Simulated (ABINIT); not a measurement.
# Te2Mo (P6_3/mmc): changed settings of a GW run in ABINIT

Aim: change inputs of a GW run on Te2Mo (P6_3/mmc) and see what moves.

Main program and level: ABINIT 10.8.3; PBE and many-body steps on it, plane waves.

**1. Starting point**

It takes space group P6_3/mmc (No. 194, hexagonal). The conventional cell has a = 3.518 Å, b = 3.518 Å, c = 13.974 Å, α = 90.00°, β = 90.00°, γ = 120.00°. Nearest to Te lie 3 Mo at 2.72 Å. Mo has 6 Te at 2.72 Å nearest. Farther neighbours and most contacts between anions are not listed.

The cell and positions come from the Crystallography Open Database and are kept as given unless a step says otherwise. Spin-orbit coupling is left out unless a step names it.

**2. Screening, 3×3×1 mesh, 253 bands, screening to 152.4 eV**

This step: ABINIT 10.8.3; RPA screening on PBE, plane waves, norm-conserving pseudopotentials.

The RPA dielectric matrix is built and inverted for each q.

run.abi reads:

```
acell 3*1.0 Angstrom
rprim 
  3.518200000003 -0.000000000001 0.000000000000
  -1.759100000001 3.046850575598 0.000000000000
  0.000000000000 0.000000000000 13.973600000000
ntypat 2
znucl 52 42
natom 6
typat 1 1 1 1 2 2
xred 
  0.333333333333 0.666666666667 0.621000000000
  0.666666666667 0.333333333333 0.121000000000
  0.333333333333 0.666666666667 0.879000000000
  0.666666666667 0.333333333333 0.379000000000
  0.333333333333 0.666666666667 0.250000000000
  0.666666666667 0.333333333333 0.750000000000
pp_dirpath "pseudos"
pseudos "Te.upf, Mo.upf"
ecut 36
ngkpt 3 3 1
nshiftk 1
shiftk 0 0 0
kptopt 1
chksymbreak 0
istwfk *1
occopt 1
irdwfk 1
optdriver 3
nband 253
ecuteps 5.6
inclvkb 2
awtr 1
symchi 1
indata_prefix "in"
outdata_prefix "out"
tmpdata_prefix "tmp"
```

On the command line:

```bash
$ OMP_NUM_THREADS=1 mpirun -n 8 abinit run.abi > log
```

Output:

```text
.Version 10.8.3 of ABINIT. v10.8.2 released Aug 2026.

 Symmetries : space group P6_3/m m c (#194); Bravais hP (primitive hexag.)
[... echo of the input left out ...]
== DATASET  1 ==================================================================
-   mpi_nproc: 8, omp_nthreads: 1 (-1 if OMP is not activated)

--- !DatasetInfo
iteration_state: {dtset: 1, }
dimensions: {natom: 6, nkpt: 3, mband: 253, nsppol: 1, nspinor: 1, nspden: 1, mpw: 10515, }
cutoff_energies: {ecut:  36.0, pawecutdg:  -1.0, }
electrons: {nelect:   9.20000000E+01, charge:   0.00000000E+00, occopt:   1.00000000E+00, tsmear:   1.00000000E-02, }

 SCREENING: Calculation of the susceptibility and dielectric matrices

 Based on a program developped by R.W. Godby, V. Olevano, G. Onida, and L. Reining.
 Incorporated in ABINIT by V. Olevano, G.-M. Rignanese, and M. Torrent.
.Using double precision arithmetic ; gwpc =  8

[... cell and pseudopotentials left out ...]
--------------------------------------------------------------------------------

 ==== K-mesh for the wavefunctions ====
 Number of points in the irreducible wedge :     3
[... list of points left out ...]
 Together with 24 symmetry operations and time-reversal symmetry
 yields     9 points in the full Brillouin Zone.

 ==== Q-mesh for the screening function ====
 Number of points in the irreducible wedge :     3
[... list of points left out ...]
 Together with 24 symmetry operations and time-reversal symmetry
 yields     9 points in the full Brillouin Zone.

 setmesh: FFT mesh size selected  =    24x   24x  100
          total number of points  =        57600

 vcoul_init : cutoff-mode = AUXILIARY_FUNCTION
 q-points for optical limit:   1
     1)      0.000010    0.000020    0.000030

- screening: taking advantage of time-reversal symmetry
- Maximum band index for partially occupied states nbvw = 46
- Remaining bands to be divided among processors   nbcw = 207
- Number of bands treated by each node ~25

 Number of electrons calculated from density =   92.0000; Expected =   92.0000
 average of density, n =  0.091015
 r_s =    1.3791
 omega_plasma =   29.1012 [eV]

 calculating chi0 at frequencies [eV] :
  1    0.000000E+00    0.000000E+00
  2    0.000000E+00    2.910122E+01

--------------------------------------------------------------------------------
  q-point number  1        q = ( 0.000000, 0.000000, 0.000000) [r.l.u.]
--------------------------------------------------------------------------------
[... chi0 elements left out ...]
 For q-point:  0.000010 0.000020 0.000030
  dielectric constant =  20.2985
  dielectric constant without local fields =  23.1114

  Average fulfillment of the sum rule on Im[epsilon] for q-point    1 :     83.28  [%]
[... wings left out ...]
  q-point number  2        q = ( 0.333333, 0.000000, 0.000000) [r.l.u.]
--------------------------------------------------------------------------------
[... chi0 elements left out ...]
  Average fulfillment of the sum rule on Im[epsilon] for q-point    2 :     77.87  [%]

 [... 1 further q-points ...]
```

It took 85 s on 8 MPI ranks of Intel Xeon Platinum 8488C (Sapphire Rapids), shared host; peak memory 3.1 GiB.

Numbers from this step:

```
ε∞ with local fields, on this mesh, along the program's q direction : 20.30
the same without local fields                                       : 23.11
plasma frequency                                                    : 29.10 eV
plane waves in the screening matrix                                 : 665
```

Local fields lower ε∞ by 12 %. On a Γ-centred mesh this coarse the value itself is usually too large, while a short band sum pulls it down.

**3. Base**

The self-energy is evaluated for the states that the input lists, and the levels follow from it, in one-shot runs by the linearised quasiparticle equation.

This step: G0W0 on PBE, plane waves, norm-conserving pseudopotentials.

Changes to run.abi since step 2:

```diff
@@ -27,8 +27,17 @@
 irdwfk 1
-optdriver 3
+optdriver 4
 nband 253
+gwcalctyp 0
+ecutsigx 36
+symsigma 1
+nkptgw 2
+kptgw 
+  0.0000000000 0.0000000000 0.0000000000
+  0.3333333333 0.3333333333 0.0000000000
+bdgw 
+  45 48
+  45 48
 ecuteps 5.6
-inclvkb 2
-awtr 1
-symchi 1
+irdscr 1
+ppmodel 1
 indata_prefix "in"
```

Output:

```text
.Version 10.8.3 of ABINIT. v10.8.2 released Aug 2026.

 Symmetries : space group P6_3/m m c (#194); Bravais hP (primitive hexag.)
[... echo of the input left out ...]
== DATASET  1 ==================================================================
-   mpi_nproc: 8, omp_nthreads: 1 (-1 if OMP is not activated)

--- !DatasetInfo
iteration_state: {dtset: 1, }
dimensions: {natom: 6, nkpt: 3, mband: 253, nsppol: 1, nspinor: 1, nspden: 1, mpw: 10515, }
cutoff_energies: {ecut:  36.0, pawecutdg:  -1.0, }
electrons: {nelect:   9.20000000E+01, charge:   0.00000000E+00, occopt:   1.00000000E+00, tsmear:   1.00000000E-02, }

 SIGMA: Calculation of the GW corrections

 Based on a program developped by R.W. Godby, V. Olevano, G. Onida, and L. Reining.
 Incorporated in ABINIT by V. Olevano, G.-M. Rignanese, and M. Torrent.
.Using double precision arithmetic ; gwpc =  8

[... cell and pseudopotentials left out ...]
--------------------------------------------------------------------------------

 ==== K-mesh for the wavefunctions ====
 Number of points in the irreducible wedge :     3
[... list of points left out ...]
 Together with 24 symmetry operations and time-reversal symmetry
 yields     9 points in the full Brillouin Zone.

 ==== Q-mesh for screening function ====
 Number of points in the irreducible wedge :     3
[... list of points left out ...]
 Together with 24 symmetry operations and time-reversal symmetry
 yields     9 points in the full Brillouin Zone.

 vcoul_init : cutoff-mode = AUXILIARY_FUNCTION
 q-points for optical limit:   1
     1)      0.000010    0.000020    0.000030
 setmesh: FFT mesh size selected  =    32x   32x  144
          total number of points  =       147456

 Number of electrons calculated from density =   92.0000; Expected =   92.0000
 average of density, n =  0.091015
 r_s =    1.3791
 omega_plasma =   29.1012 [eV]

 === KS Band Gaps ===
  >>>> For spin  1
   Minimum direct gap =   1.0377 [eV], located at k-point      :   0.3333  0.3333  0.0000
   Fundamental gap    =   0.9565 [eV], Top of valence bands at :   0.0000  0.0000  0.0000
                                       Bottom of conduction at :   0.3333  0.3333  0.0000
 SIGMA fundamental parameters:
 PLASMON POLE MODEL  1
 number of plane-waves for SigmaX                10361
 number of plane-waves for SigmaC and W            665
 number of plane-waves for wavefunctions         10361
 number of bands                                   253
 number of independent spin polarizations            1
 number of spinorial components                      1
 number of k-points in IBZ                           3
 number of q-points in IBZ                           3
 number of symmetry operations                      24
 number of k-points in BZ                            9
 number of q-points in BZ                            9
 number of frequencies for dSigma/dE                 9
 frequency step for dSigma/dE [eV]                0.25
 number of omega for Sigma on real axis              0
 max omega for Sigma on real axis  [eV]           0.00
 zcut for avoiding poles [eV]                     0.10

 EPSILON^-1 parameters (SCR file):
 dimension of the eps^-1 matrix on file            665
 dimension of the eps^-1 matrix used               665
 number of plane-waves for wavefunctions         10361
 number of bands                                   253
 number of q-points in IBZ                           3
 number of frequencies                               2
 number of real frequencies                          1
 number of imag frequencies                          1

 matrix elements of self-energy operator (all in [eV])

 Perturbative Calculation

--- !SelfEnergy_ee
iteration_state: {dtset: 1, }
kpoint     : [   0.000,    0.000,    0.000, ]
spin       : 1
KS_gap     :    2.886
QP_gap     :    2.720
Delta_QP_KS:   -0.166
data: !SigmaeeData |
     Band     E0 <VxcDFT>   SigX SigC(E0)      Z dSigC/dE  Sig(E)    E-E0       E
       45   7.652 -12.579 -15.438   1.761   0.797  -0.255 -13.454  -0.875   6.777
       46   7.987 -15.979 -16.763   0.786   0.772  -0.296 -15.977   0.002   7.989
       47  10.873 -14.174 -10.765  -3.617   0.789  -0.268 -14.338  -0.164  10.709
       48  10.873 -14.174 -10.765  -3.617   0.789  -0.268 -14.338  -0.164  10.709

--- !SelfEnergy_ee
iteration_state: {dtset: 1, }
kpoint     : [   0.333,    0.333,    0.000, ]
spin       : 1
KS_gap     :    1.038
QP_gap     :    1.519
Delta_QP_KS:    0.482
data: !SigmaeeData |
     Band     E0 <VxcDFT>   SigX SigC(E0)      Z dSigC/dE  Sig(E)    E-E0       E
       45   7.669 -15.398 -16.611   1.275   0.769  -0.301 -15.350   0.048   7.717
       46   7.906 -16.094 -17.248   1.253   0.767  -0.303 -16.018   0.076   7.982
       47   8.943 -16.955 -12.267  -3.957   0.763  -0.311 -16.397   0.558   9.501
       48   8.943 -16.955 -12.267  -3.957   0.763  -0.311 -16.397   0.558   9.501

== END DATASET(S) ==============================================================
================================================================================

 -outvars: echo values of variables after computation  --------
           etotal      0.0000000000E+00
            nband         253
             nkpt           3
          spgroup         194
 [... the other variables as echoed above ...]

 Calculation completed.
```

Run time: 24 s. Hardware: 8 MPI ranks; peak memory 2.5 GiB.

Numbers from this step:

- G0W0 gap on the points computed: 1.512 eV
- starting gap on the mesh: 0.9565 eV
- k of the valence top: 0, 0, 0
- k of the conduction bottom: 0.3333, 0.3333, 0
- Z at the valence top: 0.772
- Z at the conduction bottom: 0.763
- least direct G0W0 gap on the computed points: 1.519 eV

The gap on the mesh goes from 0.96 eV to 1.51 eV, a correction of +0.56 eV.

**4. Coulomb singularity**

Changes to run.abi since step 3:

```diff
@@ -42,2 +42,3 @@
 ppmodel 1
+gw_icutcoul 0
 indata_prefix "in"
```

Output:

```text
.Version 10.8.3 of ABINIT. v10.8.2 released Aug 2026.

 Symmetries : space group P6_3/m m c (#194); Bravais hP (primitive hexag.)
[... echo of the input left out ...]
== DATASET  1 ==================================================================
-   mpi_nproc: 8, omp_nthreads: 1 (-1 if OMP is not activated)

--- !DatasetInfo
iteration_state: {dtset: 1, }
dimensions: {natom: 6, nkpt: 3, mband: 253, nsppol: 1, nspinor: 1, nspden: 1, mpw: 10515, }
cutoff_energies: {ecut:  36.0, pawecutdg:  -1.0, }
electrons: {nelect:   9.20000000E+01, charge:   0.00000000E+00, occopt:   1.00000000E+00, tsmear:   1.00000000E-02, }

 SIGMA: Calculation of the GW corrections

 Based on a program developped by R.W. Godby, V. Olevano, G. Onida, and L. Reining.
 Incorporated in ABINIT by V. Olevano, G.-M. Rignanese, and M. Torrent.
.Using double precision arithmetic ; gwpc =  8

[... cell and pseudopotentials left out ...]
--------------------------------------------------------------------------------

 ==== K-mesh for the wavefunctions ====
 Number of points in the irreducible wedge :     3
[... list of points left out ...]
 Together with 24 symmetry operations and time-reversal symmetry
 yields     9 points in the full Brillouin Zone.

 ==== Q-mesh for screening function ====
 Number of points in the irreducible wedge :     3
[... list of points left out ...]
 Together with 24 symmetry operations and time-reversal symmetry
 yields     9 points in the full Brillouin Zone.

 === Spherical cutoff ===

  Cutoff radius .........    12.9502 [Bohr]
  Volume of the sphere ..    9097.44 [Bohr^3]
 q-points for optical limit:   1
     1)      0.000010    0.000020    0.000030
 setmesh: FFT mesh size selected  =    32x   32x  144
          total number of points  =       147456

[...]
number of omega for Sigma on real axis              0
 max omega for Sigma on real axis  [eV]           0.00
 zcut for avoiding poles [eV]                     0.10

 EPSILON^-1 parameters (SCR file):
 dimension of the eps^-1 matrix on file            665
 dimension of the eps^-1 matrix used               665
 number of plane-waves for wavefunctions         10361
 number of bands                                   253
 number of q-points in IBZ                           3
 number of frequencies                               2
 number of real frequencies                          1
 number of imag frequencies                          1

 matrix elements of self-energy operator (all in [eV])

 Perturbative Calculation

--- !SelfEnergy_ee
iteration_state: {dtset: 1, }
kpoint     : [   0.000,    0.000,    0.000, ]
spin       : 1
KS_gap     :    2.886
QP_gap     :    2.729
Delta_QP_KS:   -0.156
data: !SigmaeeData |
     Band     E0 <VxcDFT>   SigX SigC(E0)      Z dSigC/dE  Sig(E)    E-E0       E
       45   7.652 -12.579 -15.233   1.593   0.802  -0.246 -13.430  -0.851   6.801
       46   7.987 -15.979 -16.619   0.718   0.781  -0.281 -15.918   0.061   8.048
       47  10.873 -14.174 -10.696  -3.598   0.794  -0.259 -14.269  -0.095  10.777
[...]
--- !SelfEnergy_ee
iteration_state: {dtset: 1, }
kpoint     : [   0.333,    0.333,    0.000, ]
spin       : 1
KS_gap     :    1.038
QP_gap     :    1.647
Delta_QP_KS:    0.609
data: !SigmaeeData |
     Band     E0 <VxcDFT>   SigX SigC(E0)      Z dSigC/dE  Sig(E)    E-E0       E
[...]
47   8.943 -16.955 -11.991  -4.050   0.771  -0.297 -16.251   0.704   9.647
       48   8.943 -16.955 -11.991  -4.050   0.771  -0.297 -16.251   0.704   9.647

== END DATASET(S) ==============================================================
================================================================================

 -outvars: echo values of variables after computation  --------
           etotal      0.0000000000E+00
            nband         253
             nkpt           3
          spgroup         194
 [... the other variables as echoed above ...]

 Calculation completed.
```

It took 22 s on 8 MPI ranks; peak memory 2.5 GiB.

Numbers from this step:

* G0W0 gap on the points computed: 1.599 eV
* starting gap on the mesh: 0.9565 eV
* k of the valence top: 0, 0, 0
* k of the conduction bottom: 0.3333, 0.3333, 0
* Z at the valence top: 0.781
* Z at the conduction bottom: 0.771
* least direct G0W0 gap on the computed points: 1.647 eV

Against G0W0 in ABINIT (3×3×1 mesh, 253 bands, screening to 152.4 eV, Godby-Needs plasmon pole), the gap moves by +0.087 eV.

**5. The runs together**

Times are wall times on 8 MPI ranks of Intel Xeon Platinum 8488C (Sapphire Rapids), shared host, good to a factor of about two. A run's time includes the screening step that it read.

| run | mesh | bands | screening cutoff (eV) | DFT gap (eV) | gap on the mesh (eV) | direct (eV) | ε∞ used | time |
| --- | --- | --- | --- | --- | --- | --- | --- | --- |
| base | 3×3×1 | 253 | 152.4 | 0.956 | 1.512 | 1.519 | 20.30 | 1.8 min |
| Coulomb singularity | 3×3×1 | 253 | 152.4 | 0.956 | 1.599 | 1.647 | 20.30 | 1.8 min |

**6. Summary of results**

```json
{"base": "1.512 eV", "Coulomb singularity": "1.599 eV", "known limits": "not at the basis limit; exchange with frozen shells missing; no spin-orbit coupling; coarse k mesh"}
```

What this shows: Coulomb singularity: +0.087 eV against base (keys changed: gw_icutcoul). Bands and cutoff are finite, so the gap is not at the basis limit. The miss can reach some tenths of an eV and take either sign; the mesh is an error of its own. In the G0W0 runs levels were corrected at 2 k points alone, so a gap called «on the mesh» is the least over those, and an edge elsewhere would be missed. The 3×3×1 mesh is coarse for this cell, which bears on the long-range parts of exchange and screening. The norm-conserving file of at least one element keeps a d shell over frozen s and p shells of the same row. Exchange with those shells is missing from the self-energy, an error of 0.3 to 0.9 eV in cases checked, whose sign depends on which edge lies on those atoms. The many-body steps are scalar-relativistic: spin-orbit coupling is not in them.

[Paths, hosts, dates, memory and timing lines, banners, echoed tables and standing remarks are left out of the program output.]

[Logs are printed without paths, hosts, clocks, repeated set-up lines and the standing remarks that a program may print on its own settings, such as how far it seeks lower states.]

[Runs of the session that timed out or met a known fault of the program may be left out.]

[Hosts, paths, dates, database ids (printed as entryN), source tags and the programs' standing remarks are cut or masked in the printed files.]

[G0W0 gaps are taken among the corrected bands and points alone; a level outside them can change the order at an edge.]

[Where Ansatz stands beside ABINIT at settings called matched, ABINIT's density can come from a denser mesh and the files from another edition; pairs whose starting gaps differed by over 0.03 eV were left out, so agreement reads better than it is.]
